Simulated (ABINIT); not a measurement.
# FeAs2 (Lollingite): changed settings of a GW run in ABINIT

What do changed inputs do to GW on FeAs2 (Lollingite)?

Program: ABINIT 10.8.3. Level of theory: LDA and many-body steps on it, plane waves. Results are calculated unless marked as measured.

## Step 1: The starting structure

The structure is orthorhombic, space group Pnnm (No. 58). Conventional cell: a = 5.301 Å, b = 5.986 Å, c = 2.882 Å, α = 90.00°, β = 90.00°, γ = 90.00°. Fe has 6 As at 2.36 to 2.39 Å nearest. Nearest to As lie 3 Fe at 2.36 to 2.39 Å and 1 As at 2.49 Å. Farther neighbours are not listed.

Coordinates:

```cif
data_structure
_symmetry_space_group_name_H-M 'Pnnm'
_symmetry_Int_Tables_number 58
_cell_length_a 5.3012
_cell_length_b 5.9858
_cell_length_c 2.8822
_cell_angle_alpha 90.000
_cell_angle_beta 90.000
_cell_angle_gamma 90.000
_cell_volume 91.46
loop_
_atom_site_label
_atom_site_type_symbol
_atom_site_symmetry_multiplicity
_atom_site_Wyckoff_symbol
_atom_site_fract_x
_atom_site_fract_y
_atom_site_fract_z
_atom_site_occupancy
Fe1 Fe 2 a 0.00000 0.00000 0.00000 1
As1 As 4 g 0.17630 0.36240 0.00000 1
```

The cell and positions come from the Crystallography Open Database and are kept as given unless a step says otherwise.

## Step 2: Screening, 2×2×4 mesh, 148 bands, screening to 141.5 eV

This step: ABINIT 10.8.3; RPA screening on LDA, plane waves, norm-conserving pseudopotentials.

The RPA dielectric matrix is built and inverted for each q.

Contents of run.abi:

```
acell 3*1.0 Angstrom
rprim 
  5.301200000000 0.000000000000 0.000000000000
  0.000000000000 5.985800000000 0.000000000000
  0.000000000000 0.000000000000 2.882200000000
ntypat 2
znucl 26 33
natom 6
typat 1 1 2 2 2 2
xred 
  0.000000000000 0.000000000000 -0.000000000000
  0.500000000000 0.500000000000 0.500000000000
  0.176300000000 0.362400000000 -0.000000000000
  0.823700000000 0.637600000000 -0.000000000000
  0.676300000000 0.137600000000 0.500000000000
  0.323700000000 0.862400000000 0.500000000000
pp_dirpath "pseudos"
pseudos "Fe.upf, As.upf"
ecut 65
ngkpt 2 2 4
nshiftk 1
shiftk 0 0 0
kptopt 1
chksymbreak 0
istwfk *1
occopt 1
irdwfk 1
optdriver 3
nband 148
ecuteps 5.2
inclvkb 2
awtr 1
symchi 1
indata_prefix "in"
outdata_prefix "out"
tmpdata_prefix "tmp"
gwmem 10
```

Launch:

```bash
$ OMP_NUM_THREADS=1 mpirun -n 8 abinit run.abi > log
```

The log of the run:

```text
.Version 10.8.3 of ABINIT. v10.8.2 released Aug 2026.

 Symmetries : space group Pn n m (# 58); Bravais oP (primitive ortho.)
[... echo of the input left out ...]
== DATASET  1 ==================================================================
-   mpi_nproc: 8, omp_nthreads: 1 (-1 if OMP is not activated)

--- !DatasetInfo
iteration_state: {dtset: 1, }
dimensions: {natom: 6, nkpt: 12, mband: 148, nsppol: 1, nspinor: 1, nspden: 1, mpw: 15496, }
cutoff_energies: {ecut:  65.0, pawecutdg:  -1.0, }
electrons: {nelect:   1.24000000E+02, charge:   0.00000000E+00, occopt:   1.00000000E+00, tsmear:   1.00000000E-02, }

 SCREENING: Calculation of the susceptibility and dielectric matrices

 Based on a program developped by R.W. Godby, V. Olevano, G. Onida, and L. Reining.
 Incorporated in ABINIT by V. Olevano, G.-M. Rignanese, and M. Torrent.
.Using double precision arithmetic ; gwpc =  8

[... cell and pseudopotentials left out ...]
--------------------------------------------------------------------------------

 ==== K-mesh for the wavefunctions ====
 Number of points in the irreducible wedge :    12
[... list of points left out ...]
 Together with  8 symmetry operations and time-reversal symmetry
 yields    16 points in the full Brillouin Zone.

 ==== Q-mesh for the screening function ====
 Number of points in the irreducible wedge :    12
[... list of points left out ...]
 Together with  8 symmetry operations and time-reversal symmetry
 yields    16 points in the full Brillouin Zone.

 setmesh: FFT mesh size selected  =    54x   60x   30
          total number of points  =        97200

 vcoul_init : cutoff-mode = AUXILIARY_FUNCTION
 q-points for optical limit:   1
     1)      0.000010    0.000020    0.000030

- screening: taking advantage of time-reversal symmetry
- Maximum band index for partially occupied states nbvw = 62
- Remaining bands to be divided among processors   nbcw = 86
- Number of bands treated by each node ~10

 Number of electrons calculated from density =  124.0000; Expected =  124.0000
 average of density, n =  0.200911
 r_s =    1.0592
 omega_plasma =   43.2372 [eV]

 calculating chi0 at frequencies [eV] :
  1    0.000000E+00    0.000000E+00
  2    0.000000E+00    4.323723E+01

--------------------------------------------------------------------------------
  q-point number  1        q = ( 0.000000, 0.000000, 0.000000) [r.l.u.]
--------------------------------------------------------------------------------
[... chi0 elements left out ...]
 For q-point:  0.000010 0.000020 0.000030
  dielectric constant =  26.8692
  dielectric constant without local fields =  27.8857

  Average fulfillment of the sum rule on Im[epsilon] for q-point    1 :     26.63  [%]
[... wings left out ...]
  q-point number  2        q = ( 0.500000, 0.000000, 0.000000) [r.l.u.]
--------------------------------------------------------------------------------
[... chi0 elements left out ...]
  Average fulfillment of the sum rule on Im[epsilon] for q-point    2 :     29.69  [%]

 [... 10 further q-points ...]
```

Elapsed: 5.2 min, on 8 MPI ranks of Arm Neoverse V2, shared host; peak memory 3.3 GiB.

This step gave:

| Quantity | Value |
| --- | --- |
| ε∞ with local fields, on this mesh, along the program's q direction | 26.87 |
| the same without local fields | 27.89 |
| plasma frequency | 43.24 eV |
| plane waves in the screening matrix | 345 |

Local fields lower ε∞ by 4 %. On a Γ-centred mesh this coarse the value itself is usually too large, while a short band sum pulls it down.

## Step 3: Base

The self-energy is evaluated for the states that the input lists, and the levels follow from it, in one-shot runs by the linearised quasiparticle equation.

This step: G0W0 on LDA, plane waves, norm-conserving pseudopotentials.

run.abi: that of step 2 with these lines changed.

```diff
@@ -27,8 +27,21 @@
 irdwfk 1
-optdriver 3
+optdriver 4
 nband 148
+gwcalctyp 0
+ecutsigx 65
+symsigma 1
+nkptgw 4
+kptgw 
+  0.0000000000 0.5000000000 0.2500000000
+  0.0000000000 0.0000000000 0.2500000000
+  0.5000000000 0.5000000000 0.5000000000
+  0.0000000000 0.0000000000 0.0000000000
+bdgw 
+  61 64
+  61 64
+  61 64
+  61 64
 ecuteps 5.2
-inclvkb 2
-awtr 1
-symchi 1
+irdscr 1
+ppmodel 1
 indata_prefix "in"
```

The log of the run:

```text
.Version 10.8.3 of ABINIT. v10.8.2 released Aug 2026.

 Symmetries : space group Pn n m (# 58); Bravais oP (primitive ortho.)
[... echo of the input left out ...]
== DATASET  1 ==================================================================
-   mpi_nproc: 8, omp_nthreads: 1 (-1 if OMP is not activated)

--- !DatasetInfo
iteration_state: {dtset: 1, }
dimensions: {natom: 6, nkpt: 12, mband: 148, nsppol: 1, nspinor: 1, nspden: 1, mpw: 15496, }
cutoff_energies: {ecut:  65.0, pawecutdg:  -1.0, }
electrons: {nelect:   1.24000000E+02, charge:   0.00000000E+00, occopt:   1.00000000E+00, tsmear:   1.00000000E-02, }

 SIGMA: Calculation of the GW corrections

 Based on a program developped by R.W. Godby, V. Olevano, G. Onida, and L. Reining.
 Incorporated in ABINIT by V. Olevano, G.-M. Rignanese, and M. Torrent.
.Using double precision arithmetic ; gwpc =  8

[... cell and pseudopotentials left out ...]
--------------------------------------------------------------------------------

 ==== K-mesh for the wavefunctions ====
 Number of points in the irreducible wedge :    12
[... list of points left out ...]
 Together with  8 symmetry operations and time-reversal symmetry
 yields    16 points in the full Brillouin Zone.

 ==== Q-mesh for screening function ====
 Number of points in the irreducible wedge :    12
[... list of points left out ...]
 Together with  8 symmetry operations and time-reversal symmetry
 yields    16 points in the full Brillouin Zone.

 vcoul_init : cutoff-mode = AUXILIARY_FUNCTION
 q-points for optical limit:   1
     1)      0.000010    0.000020    0.000030
 setmesh: FFT mesh size selected  =    90x   96x   48
          total number of points  =       414720

 Number of electrons calculated from density =  124.0000; Expected =  124.0000
 average of density, n =  0.200911
 r_s =    1.0592
 omega_plasma =   43.2372 [eV]

 === KS Band Gaps ===
  >>>> For spin  1
   Minimum direct gap =   0.5776 [eV], located at k-point      :   0.5000  0.5000  0.5000
   Fundamental gap    =   0.2725 [eV], Top of valence bands at :   0.0000  0.5000  0.2500
                                       Bottom of conduction at :   0.0000  0.0000  0.2500
 SIGMA fundamental parameters:
 PLASMON POLE MODEL  1
 number of plane-waves for SigmaX                15443
 number of plane-waves for SigmaC and W            345
 number of plane-waves for wavefunctions         15443
 number of bands                                   148
 number of independent spin polarizations            1
 number of spinorial components                      1
 number of k-points in IBZ                          12
 number of q-points in IBZ                          12
 number of symmetry operations                       8
 number of k-points in BZ                           16
 number of q-points in BZ                           16
 number of frequencies for dSigma/dE                 9
 frequency step for dSigma/dE [eV]                0.25
 number of omega for Sigma on real axis              0
 max omega for Sigma on real axis  [eV]           0.00
 zcut for avoiding poles [eV]                     0.10

 EPSILON^-1 parameters (SCR file):
 dimension of the eps^-1 matrix on file            345
 dimension of the eps^-1 matrix used               345
 number of plane-waves for wavefunctions         15443
 number of bands                                   148
 number of q-points in IBZ                          12
 number of frequencies                               2
 number of real frequencies                          1
 number of imag frequencies                          1

 matrix elements of self-energy operator (all in [eV])

 Perturbative Calculation

--- !SelfEnergy_ee
iteration_state: {dtset: 1, }
kpoint     : [   0.000,    0.500,    0.250, ]
spin       : 1
KS_gap     :    0.788
QP_gap     :    0.957
Delta_QP_KS:    0.169
data: !SigmaeeData |
     Band     E0 <VxcDFT>   SigX SigC(E0)      Z dSigC/dE  Sig(E)    E-E0       E
       61   9.792 -23.904 -26.891   4.308   0.731  -0.368 -22.939   0.965  10.757
       62   9.792 -23.904 -26.891   4.308   0.731  -0.368 -22.939   0.965  10.757
       63  10.580 -24.437 -21.702  -1.185   0.732  -0.367 -23.303   1.134  11.714
       64  10.580 -24.437 -21.702  -1.185   0.732  -0.367 -23.303   1.134  11.714

--- !SelfEnergy_ee
iteration_state: {dtset: 1, }
kpoint     : [   0.000,    0.000,    0.250, ]
spin       : 1
KS_gap     :    0.672
QP_gap     :    0.737
Delta_QP_KS:    0.065
data: !SigmaeeData |
     Band     E0 <VxcDFT>   SigX SigC(E0)      Z dSigC/dE  Sig(E)    E-E0       E
       61   9.230 -24.880 -29.154   5.716   0.716  -0.397 -23.848   1.031  10.261
       62   9.393 -25.937 -27.276   2.888   0.720  -0.389 -24.822   1.115  10.508
[...]
--- !SelfEnergy_ee
iteration_state: {dtset: 1, }
kpoint     : [   0.500,    0.500,    0.500, ]
spin       : 1
KS_gap     :    0.578
QP_gap     :    1.177
Delta_QP_KS:    0.599
data: !SigmaeeData |
     Band     E0 <VxcDFT>   SigX SigC(E0)      Z dSigC/dE  Sig(E)    E-E0       E
[...]
--- !SelfEnergy_ee
iteration_state: {dtset: 1, }
kpoint     : [   0.000,    0.000,    0.000, ]
spin       : 1
KS_gap     :    1.645
QP_gap     :    1.800
Delta_QP_KS:    0.155
data: !SigmaeeData |
     Band     E0 <VxcDFT>   SigX SigC(E0)      Z dSigC/dE  Sig(E)    E-E0       E
[...]
62   9.761 -27.657 -32.576   6.532   0.703  -0.423 -26.524   1.133  10.895
       63  11.406 -27.004 -23.531  -1.703   0.728  -0.374 -25.716   1.288  12.694
       64  12.282 -14.595 -10.086  -3.455   0.804  -0.244 -13.748   0.848  13.129

== END DATASET(S) ==============================================================
================================================================================

 -outvars: echo values of variables after computation  --------
           etotal      0.0000000000E+00
            nband         148
             nkpt          12
          spgroup          58
 [... the other variables as echoed above ...]

 Calculation completed.
```

Elapsed: 36 s, on 8 MPI ranks; peak memory 2.6 GiB.

This step gave:

```yaml
g0w0_gap_on_the_mesh: 0.3500 eV
starting_gap_on_the_mesh: 0.2727 eV
k_of_the_valence_top: 0, 0, 0
k_of_the_conduction_bottom: 0, 0, 0.25
z_at_the_valence_top: 0.703
z_at_the_conduction_bottom: 0.722
least_direct_g0w0_gap_on_the_computed_points: 0.7370 eV
```

The gap on the mesh goes from 0.27 eV to 0.35 eV, a correction of +0.08 eV.

## Step 4: Smaller part of the screening matrix

run.abi: that of step 3 with these lines changed.

```diff
@@ -43,3 +43,3 @@
   61 64
-ecuteps 5.2
+ecuteps 1.3
 irdscr 1
```

The log of the run:

```text
.Version 10.8.3 of ABINIT. v10.8.2 released Aug 2026.

 Symmetries : space group Pn n m (# 58); Bravais oP (primitive ortho.)
[... echo of the input left out ...]
== DATASET  1 ==================================================================
-   mpi_nproc: 8, omp_nthreads: 1 (-1 if OMP is not activated)

--- !DatasetInfo
iteration_state: {dtset: 1, }
dimensions: {natom: 6, nkpt: 12, mband: 148, nsppol: 1, nspinor: 1, nspden: 1, mpw: 15496, }
cutoff_energies: {ecut:  65.0, pawecutdg:  -1.0, }
electrons: {nelect:   1.24000000E+02, charge:   0.00000000E+00, occopt:   1.00000000E+00, tsmear:   1.00000000E-02, }

 SIGMA: Calculation of the GW corrections

 Based on a program developped by R.W. Godby, V. Olevano, G. Onida, and L. Reining.
 Incorporated in ABINIT by V. Olevano, G.-M. Rignanese, and M. Torrent.
.Using double precision arithmetic ; gwpc =  8

[... cell and pseudopotentials left out ...]
--------------------------------------------------------------------------------

 ==== K-mesh for the wavefunctions ====
 Number of points in the irreducible wedge :    12
[... list of points left out ...]
 Together with  8 symmetry operations and time-reversal symmetry
 yields    16 points in the full Brillouin Zone.

 ==== Q-mesh for screening function ====
 Number of points in the irreducible wedge :    12
[... list of points left out ...]
 Together with  8 symmetry operations and time-reversal symmetry
 yields    16 points in the full Brillouin Zone.

 vcoul_init : cutoff-mode = AUXILIARY_FUNCTION
 q-points for optical limit:   1
     1)      0.000010    0.000020    0.000030
 setmesh: FFT mesh size selected  =    90x   96x   48
          total number of points  =       414720

 Number of electrons calculated from density =  124.0000; Expected =  124.0000
[...]
matrix elements of self-energy operator (all in [eV])

 Perturbative Calculation

--- !SelfEnergy_ee
iteration_state: {dtset: 1, }
kpoint     : [   0.000,    0.500,    0.250, ]
spin       : 1
KS_gap     :    0.788
QP_gap     :    1.219
Delta_QP_KS:    0.431
data: !SigmaeeData |
     Band     E0 <VxcDFT>   SigX SigC(E0)      Z dSigC/dE  Sig(E)    E-E0       E
       61   9.792 -23.904 -26.891   3.740   0.773  -0.293 -23.322   0.582  10.374
       62   9.792 -23.904 -26.891   3.740   0.773  -0.293 -23.322   0.582  10.374
       63  10.580 -24.437 -21.702  -1.433   0.778  -0.286 -23.424   1.013  11.593
[...]
--- !SelfEnergy_ee
iteration_state: {dtset: 1, }
kpoint     : [   0.000,    0.000,    0.250, ]
spin       : 1
KS_gap     :    0.672
QP_gap     :    0.712
Delta_QP_KS:    0.040
data: !SigmaeeData |
     Band     E0 <VxcDFT>   SigX SigC(E0)      Z dSigC/dE  Sig(E)    E-E0       E
[...]
--- !SelfEnergy_ee
iteration_state: {dtset: 1, }
kpoint     : [   0.500,    0.500,    0.500, ]
spin       : 1
KS_gap     :    0.578
QP_gap     :    1.521
Delta_QP_KS:    0.943
data: !SigmaeeData |
     Band     E0 <VxcDFT>   SigX SigC(E0)      Z dSigC/dE  Sig(E)    E-E0       E
[...]
--- !SelfEnergy_ee
iteration_state: {dtset: 1, }
kpoint     : [   0.000,    0.000,    0.000, ]
spin       : 1
KS_gap     :    1.645
QP_gap     :    2.549
Delta_QP_KS:    0.904
data: !SigmaeeData |
     Band     E0 <VxcDFT>   SigX SigC(E0)      Z dSigC/dE  Sig(E)    E-E0       E
[...]
63  11.406 -27.004 -23.531  -1.863   0.776  -0.289 -25.755   1.249  12.655
       64  12.282 -14.595 -10.086  -3.168   0.814  -0.228 -13.504   1.092  13.373

== END DATASET(S) ==============================================================
================================================================================

 -outvars: echo values of variables after computation  --------
           etotal      0.0000000000E+00
            nband         148
             nkpt          12
          spgroup          58
 [... the other variables as echoed above ...]

 Calculation completed.
```

It took 16 s on 8 MPI ranks; peak memory 1.9 GiB.

Numbers from this step:

```
G0W0 gap on the mesh                         : 0.7120 eV
starting gap on the mesh                     : 0.2727 eV
k of the valence top                         : 0, 0, 0.25
k of the conduction bottom                   : 0, 0, 0.25
Z at the valence top                         : 0.768
Z at the conduction bottom                   : 0.771
least direct G0W0 gap on the computed points : 0.7120 eV
```

[end of part 1 of 2]

[Paths, hosts, dates, memory and timing lines, banners, echoed tables and standing remarks are left out of the program output.]

[Logs are printed without paths, hosts, clocks, repeated set-up lines and the standing remarks that a program may print on its own settings, such as how far it seeks lower states.]

[Runs of the session that timed out or met a known fault of the program may be left out.]

[Hosts, paths, dates, database ids (printed as entryN), source tags and the programs' standing remarks are cut or masked in the printed files.]

[G0W0 gaps are taken among the corrected bands and points alone; a level outside them can change the order at an edge.]

[Where Ansatz stands beside ABINIT at settings called matched, ABINIT's density can come from a denser mesh and the files from another edition; pairs whose starting gaps differed by over 0.03 eV were left out, so agreement reads better than it is.]
